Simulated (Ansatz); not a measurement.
Rows from a G0W0 calculation on Ga2O3 (C2/m) (Ansatz 0.2.0; G0W0 on r2SCAN, plane waves, PAW; 6×6×4 mesh, 435 empty bands, screening to 150 eV), in eV. Spin-orbit coupling is left out.

```csv
row,k,band,start,Σx,Σc at the solution,Vxc
A,"(-0.500, -0.500, -0.500)",v1,7.761,-27.220,4.648,-21.847
B,"(-0.500, -0.500, -0.500)",c1,13.693,-12.741,-3.957,-17.785
C,Γ,c2,14.233,-11.282,-4.249,-16.598
D,Γ,v1,7.745,-27.777,4.551,-22.510
E,Γ,c1,10.860,-11.819,-3.592,-16.217
F,"(-0.500, -0.500, -0.500)",c2,13.806,-11.991,-3.987,-17.046
```

Question: Work out each quasiparticle level and how far it moved.

The quasiparticle equation reads E = start + Σx + Σc(E) − Vxc.

```csv
row,E (eV),shift (eV)
A,7.035,−0.726
B,14.780,+1.087
C,15.300,+1.066
D,7.029,−0.716
E,11.666,+0.806
F,14.873,+1.067
```

The gap over the computed points goes from 3.10 eV to 4.63 eV.

Limits: not at the basis limit; no spin-orbit coupling.

[Paths, hosts, dates, memory and timing lines, banners, echoed tables and standing remarks are left out of the program output.]

[Logs are printed without paths, hosts, clocks, repeated set-up lines and the standing remarks that a program may print on its own settings, such as how far it seeks lower states.]

[Runs of the session that timed out or met a known fault of the program may be left out.]

[Cells called generated may have been cut or substituted from an entry of the Crystallography Open Database or the Materials Project.]

[Hosts, paths, dates, database ids (printed as entryN), source tags and the programs' standing remarks are cut or masked in the printed files.]
